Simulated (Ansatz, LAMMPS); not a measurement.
**Structural relaxation of a frame of liquid 52SiO2-48Li2O (mol %) from 2790 K (69 atoms)**

Aim: bring a frame of liquid 52SiO2-48Li2O (mol %) from 2790 K (69 atoms) to a nearby minimum of the energy and see what moves.

Calculated with Ansatz 0.2.0; Kohn-Sham DFT, revPBE, PAW (set soft_2), plane waves.

This is a report of a sequence of runs, with most program output left out.

## (1) The structure

The cell holds 69 atoms: 12 Si, 22 Li and 35 O. Cell: a = 9.078 Å, b = 9.078 Å, c = 9.078 Å, α = 90.0°, β = 90.0°, γ = 90.0°. 69 atoms (12 Si, 22 Li, 35 O) placed at random at 2.33 g/cm³, melted at 4000 K for 10 ps at fixed volume with the Morse and Coulomb pair potential with partial charges (Pedone, Malavasi, Menziani, Cormack and Segre, J. Phys. Chem. B 110, 11780 (2006)). Snapshot at the end of a hold of 10 ps at 2790 K and fixed volume.

Limits known from the start: The starting topology of bonds comes from the classical model. Sampling is at Γ alone, for a cell whose shortest periodic width is 9 Å.

## (2) How the cell was made

A classical potential supplies the starting structure, since it reaches far longer times than DFT.

This step: classical MD, Morse and Coulomb pair potential with partial charges (Pedone, Malavasi, Menziani, Cormack and Segre, J. Phys. Chem. B 110, 11780 (2006)) (LAMMPS 22 Jul 2025 - Update 4).

File in.lmp:

```
# melt-quench of Si12Li22O35
units metal
atom_style charge
boundary p p p
region box block 0 9.0778 0 9.0778 0 9.0778
create_box 3 box
mass 1 28.0850   # Si
mass 2 6.9400   # Li
mass 3 15.9990   # O
create_atoms 1 random 12 207309 NULL overlap 1.5 maxtry 2000
create_atoms 2 random 22 207316 NULL overlap 1.5 maxtry 2000
create_atoms 3 random 35 207323 NULL overlap 1.5 maxtry 2000
pair_style hybrid/overlay pedone 5.5 coul/long 8.0
pair_coeff * * coul/long
pair_coeff 1 3 pedone 0.340554 2.006700 2.100000 1   # Si-O
pair_coeff 2 3 pedone 0.001114 3.429506 2.681360 1   # Li-O
pair_coeff 3 3 pedone 0.042395 1.379316 3.618701 22   # O-O
set type 1 charge 2.4
set type 2 charge 0.6
set type 3 charge -1.2
kspace_style pppm 1.0e-4
neigh_modify delay 0 every 1 check yes
thermo_style custom step time temp pe press density
thermo_modify norm yes
timestep 0.002
thermo 100
min_style cg
minimize 1e-4 1e-4 200 2000
reset_timestep 0
velocity all create 4000 207310 mom yes dist gaussian
fix lim all nve/limit 0.05
fix lan all langevin 4000 4000 0.2 207311 zero yes
thermo 500
run 1000 post no
# [... 10 lines left out ...]
compute msd all msd com yes
thermo 1250
fix md all nvt temp 2790 2790 0.2
run 5000 post no
print "== T2790: mean square displacement over the hold $(c_msd[4]:%.2f) A^2"
unfix md
uncompute msd
write_dump all custom T2790.dump id type xs ys zs modify sort id
```

On the command line:

```console
$ lmp -in in.lmp -log none -nocite
```

The job ended after 3.7 s (1 thread of AMD EPYC 9R45, shared host; peak memory 0.07 GiB).

## (3) Single point at the start

The forces at the start show how far the geometry lies from a minimum of this functional.

File input.yaml:

```yaml
crystal:
  lattice:
    - [9.0778, 0.0, 0.0]
    - [0.0, 9.0778, 0.0]
    - [0.0, 0.0, 9.0778]
  atoms:
    - { symbol: Si, position: [0.43049, 0.76262, 0.61441] }
    - { symbol: Si, position: [0.37685, 0.92647, 0.91014] }
    - { symbol: Si, position: [0.71176, 0.82494, 0.90743] }
    - { symbol: Si, position: [0.99151, 0.65624, 0.27688] }
    - { symbol: Si, position: [0.46504, 0.57006, 0.19881] }
    - { symbol: Si, position: [0.29667, 0.07981, 0.65428] }
    - { symbol: Si, position: [0.24653, 0.48961, 0.38596] }
    - { symbol: Si, position: [0.81008, 0.33206, 0.78049] }
[... 57 atom lines left out ...]
    - { symbol: O, position: [0.60419, 0.51913, 0.27538] }
    - { symbol: O, position: [0.30621, 0.91935, 0.70575] }
    - { symbol: O, position: [0.97519, 0.54405, 0.16288] }
    - { symbol: O, position: [0.25657, 0.84676, 0.00838] }
kpoints:
  mp_grid: { grid: [1, 1, 1] }
hamiltonian:
  xc: revpbe
scf:
  occupations: { method: gaussian, width: 0.025 }
output:
  forces: true
  stress: true
  populations: true
  dos:
    method: { smearing: { sigma: 0.15 } }
    de: 0.1
    projected: { site_lists: { Li: [Li], O: [O], Si: [Si] } }
  eigenvalues: true
```

On the command line:

```console
$ ansatz run input.yaml --threads 4 --pin off --max-ram 8192MiB --backend cpu --events-out ev --progress --plain --runs-dir out
```

Wall time 3.1 s (4 threads of AMD EPYC 9R45, shared host); peak memory 0.93 GiB; 11 s of CPU time.

The run gave:

- free energy: -32119.9148 eV
- free energy per atom: -465.5060 eV/atom
- SCF cycles: 11
- pressure: 14.24 GPa
- r.m.s. force component: 2.871 eV/Å
- longest force: 14.11 eV/Å
- Fermi energy: 5.26 eV
- gap (highest filled to lowest empty level): 1.231 eV
- spilling of the projection: 0.01289

The r.m.s. force component of 2.9 eV/Å and the pressure of 14 GPa set the starting point.

Length of the force by element:

```
element  coordination  atoms  mean length of the force (eV/Å)  spread  least  most
     Li           all     22                             1.54   0.606  0.442  2.89
      O           all     35                             4.26    3.12  0.611  14.1
     Si           all     12                             7.08    2.39   3.05  11.3
```

## (4) Relaxation

The atoms are relaxed in the fixed cell, aiming at the force tolerance of the input.

input.yaml, the sections that differ from step 3:

```yaml
output:
  forces: true
relax:
  f_tol: 0.03
  max_steps: 200
# crystal, kpoints, hamiltonian, scf: as in step 3
```

Run time: 54 s. Hardware: 4 threads; peak memory 0.91 GiB; 3.1 min of CPU time.

The steps of the relaxation (22 of 36):

```
step  energy less that of the first step (eV)  largest force component (eV/Å)
   1                                   0.0000                         12.5360
   3                                 -19.6623                          1.8702
   4                                 -23.1955                          0.9737
   6                                 -26.1439                          0.7479
   8                                 -28.2843                          0.6535
   9                                 -28.9287                          0.7018
  11                                 -29.7805                          0.5784
  13                                 -30.2920                          0.4514
  14                                 -30.4564                          0.4314
  16                                 -30.6721                          0.1808
  18                                 -30.8169                          0.1490
  19                                 -30.8541                          0.1643
  21                                 -30.9119                          0.2005
  23                                 -31.0041                          0.2672
  24                                 -31.0965                          0.2051
  26                                 -31.1845                          0.2622
  28                                 -31.2872                          0.3735
  29                                 -31.3196                          0.0836
  31                                 -31.3339                          0.0924
  33                                 -31.3302                          0.0696
  34                                 -31.3386                          0.0484
  36                                 -31.3401                          0.0281
```

Relaxation steps 28, 33, 35 were tried and not accepted.

The atoms that moved most (Å):

```
atom      dx      dy      dz  length
Li34   0.222  -0.201  -1.887   1.910
Li19  -0.442   0.536  -1.539   1.689
Li33  -0.362  -1.376   0.868   1.667
Li21  -0.350   0.199  -1.537   1.589
Li31  -0.761   0.809  -0.899   1.429
Li29   0.639  -1.045   0.724   1.423
Li30  -0.010   0.765   1.012   1.269
 O53  -0.477   0.844   0.612   1.146
```

The relaxation changed the energy by -454 meV/atom, and atoms moved by 0.77 Å r.m.s., 1.9 Å at most.

## (5) Structure statistics after relaxation

Bonds before and after, by the cutoffs listed below:

```
pair  bonds before  bonds after  mean before (Å)  mean after (Å)  spread before (Å)  spread after (Å)
O-Li            81           88            2.140           2.049              0.229             0.153
O-Si            48           49            1.642           1.671              0.162             0.079
```

Density 2.33 g/cm³, 10.84 Å³ an atom.

g(r), total and by pair (bins of 0.2 Å):

```
r (Å)  total   O-O  O-Li  O-Si  Li-Li  Li-Si  Si-Si
 1.50   0.35  0.00  0.00  2.00   0.00   0.00   0.00
 1.70   1.64  0.00  0.00  9.28   0.00   0.00   0.00
 1.90   1.64  0.00  4.37  1.25   0.00   0.00   0.00
 2.10   0.95  0.00  2.84  0.00   0.26   0.00   0.00
 2.30   0.36  0.17  0.82  0.00   0.45   0.00   0.00
 2.50   0.52  0.60  0.19  0.00   2.21   0.54   0.68
 2.70   1.61  3.85  0.31  0.00   2.38   2.46   0.00
 2.90   1.06  1.58  0.69  0.08   0.92   2.65   0.97
 3.10   0.94  1.11  0.71  0.29   0.77   1.98   2.56
 3.30   1.10  1.31  0.74  1.17   1.04   1.34   1.95
 3.50   1.08  0.95  0.89  1.45   0.90   1.75   0.35
 3.70   0.97  0.93  1.12  1.25   1.27   0.08   0.29
 3.90   0.88  0.48  0.89  1.38   0.97   0.89   0.82
 4.10   0.94  0.32  1.26  1.64   0.74   0.53   0.98
 4.30   1.20  0.76  1.71  1.62   0.60   0.49   1.35
```

Bonds by pair of elements; cutoffs follow the first minimum of g(r), held within bounds set by covalent radii, and pairs that aren't listed don't count as bonded (cutoffs were set anew for this text, so counts can differ from the run's own analysis):

```
pair A-B  cutoff (Å)  bonds  mean length (Å)  spread (Å)  shortest (Å)  B about A  A about B
    O-Li        2.58     88             2.05       0.153          1.83       2.51          4
    O-Si        2.16     49             1.67       0.079          1.58        1.4       4.08
```

How many atoms have how many bonded neighbours:

```
element  mean  2  3   4  5  6
     Li     4  0  7   9  5  1
      O  3.91  2  9  15  8  1
     Si  4.08  0  0  11  1  0
```

Bond angles, per cent of each kind in bins of 5°:

```
angle (°)  O-Li-O  Li-O-Si  Li-O-Li  O-Si-O  Si-O-Si
    60–65     0.0      0.0      1.0     0.0      0.0
    65–70     1.4      0.0      3.1     0.0      0.0
    70–75     5.0      1.0     12.4     0.0      0.0
    75–80     5.7      2.0     15.5     0.0      0.0
    80–85     2.1      8.9     13.4     2.6      0.0
    85–90     8.6      5.0      5.1     4.0      0.0
    90–95     9.3      7.9      7.2     1.3     12.5
   95–100    11.4     11.9      4.1     4.0      0.0
  100–105    10.0      7.9      1.0    18.4      0.0
  105–110     9.3      6.9      5.1    25.0      0.0
  110–115     9.3     11.9      7.2    21.1      6.2
  115–120     2.1      7.9      6.2    15.8     12.5
  120–125     7.1      6.9      2.1     5.3      6.2
  125–130     1.4      3.0      2.1     1.3     12.5
  130–135     1.4      4.0      1.0     0.0      0.0
  135–140     1.4      1.0      1.0     0.0     12.5
  140–145     5.0      2.0      3.1     0.0      6.2
  145–150     3.6      2.0      2.1     0.0      6.2
  150–155     1.4      3.0      3.1     0.0     18.8
  155–160     0.0      2.0      3.1     0.0      0.0
  160–165     1.4      3.0      1.0     1.3      0.0
  165–170     1.4      2.0      0.0     0.0      0.0
  170–175     0.7      0.0      0.0     0.0      0.0
  175–180     0.7      0.0      0.0     0.0      6.2
```

Bond angles (no mean is given where the spread exceeds 20°):

```
  angle  count  mean (°)  spread (°)
 O-Li-O    140         -           -
Li-O-Si    101         -           -
Li-O-Li     97         -           -
 O-Si-O     76       109        10.7
Si-O-Si     16         -           -
```

Oxygen atoms by the number of network formers (Si, P, Ge, B, Al, As, Ga) bound to them:

```
network formers bound to O  O atoms  per cent
                         0        1       2.9
                         1       20      57.1
                         2       13      37.1
                         3        1       2.9
```

Network units: each former by its oxygen neighbours and how many of them bridge to another former:

```
former  O neighbours  bridging O  atoms
    Si             4           1      3
    Si             4           2      2
    Si             4           3      5
    Si             4           4      1
    Si             5           3      1
```

Bond length by coordination (bonds to H left out):

```
element  coordination  atoms  mean bond length (Å)
     Li             3      7                  1.96
     Li             4      9                  2.02
     Li             5      5                  2.12
     Li             6      1                  2.21
      O             2      2                  1.64
      O             3      9                  1.83
      O             4     15                  1.91
      O             5      8                  2.00
      O             6      1                  1.98
     Si             4     11                  1.66
     Si             5      1                  1.78
```

Rings of the network by King's shortest-path rule, up to 12 atoms, one path for each pair of neighbours; H, halogens, alkali and alkaline-earth atoms are left out, and the last column divides by all other atoms, bonded or not:

```
ring size (atoms)  rings  per network atom
                4      1             0.021
```

For some of the pairs, g(r) has its first main peak near 2.7 Å (O-O), 2.0 Å (O-Li), 1.6 Å (O-Si), 2.7 Å (Li-Li), 2.9 Å (Li-Si) and 3.2 Å (Si-Si). By these cutoffs 41 % of Li atoms have 4, 43 % of O atoms have 4 and 92 % of Si atoms have 4 bonded neighbours. 37 % of the oxygens bridge two formers (Si) and 57 % are non-bridging; 3 % join three; 3 % join none. The commonest Si unit has 4 oxygens, 3 of them shared with other formers (5 of 12 atoms). All rings counted have 4 atoms.

(Continued in part 2 of 2.)

[Logs are printed without paths, hosts, clocks, repeated set-up lines and the standing remarks that a program may print on its own settings, such as how far it seeks lower states.]

[Hosts, paths, dates, database ids (printed as entryN), source tags and the programs' standing remarks are cut or masked in the printed files.]
